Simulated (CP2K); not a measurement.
Consider 3-chloropyrrole at its PBE geometry (Å).

```xyz
10

Cl    2.8440   -0.1391   -0.0990
C     1.1186   -0.0575   -0.0404
C     0.2292   -1.1671   -0.0057
C    -1.0515   -0.6438    0.0391
N    -0.9492    0.7298    0.0318
C     0.3751    1.1104   -0.0164
H     0.5013   -2.2158   -0.0119
H    -2.0161   -1.1358    0.0742
H    -1.7324    1.3704    0.0569
H     0.6809    2.1485   -0.0286
```

Method: CP2K XAS_TDP, all-electron GAPW, PBEh(45%), aug-pc-1, TDA, ZORA, spin–orbit coupling.

Where do the Cl L₂,₃-edge lines lie, and how strong are they?

Leading lines: Cl1 199.54 eV. The leading line of an atom is its first one with 35 % of the strongest within 2.5 eV of its lowest line over the strength cut. 

The first six lines of each atom with a strength over 0.0003:

```tsv
atom	energy (eV)	states	strength, one atom
Cl1 (bonded to C)	199.54	2	0.0080
	201.05	2	0.0053
	201.56	2	0.0007
	201.68	3	0.0003
	201.72	1	0.0010
	201.80	1	0.0004
```

Lines are vertical, at one geometry, with no vibrational structure. Without a correction of the core level, line positions, and the gaps between valence and Rydberg lines, follow the share of exact exchange. Rydberg lines, and the discretised continuum above threshold, depend on the basis and the box.

[Banner, clock and machine lines of the logs are left out without a mark of their own.]

[Logs are printed without paths, hosts, clocks, repeated set-up lines and the standing remarks that a program may print on its own settings, such as how far it seeks lower states.]

[Hosts, paths, dates, database ids (printed as entryN), source tags and the programs' standing remarks are cut or masked in the printed files.]
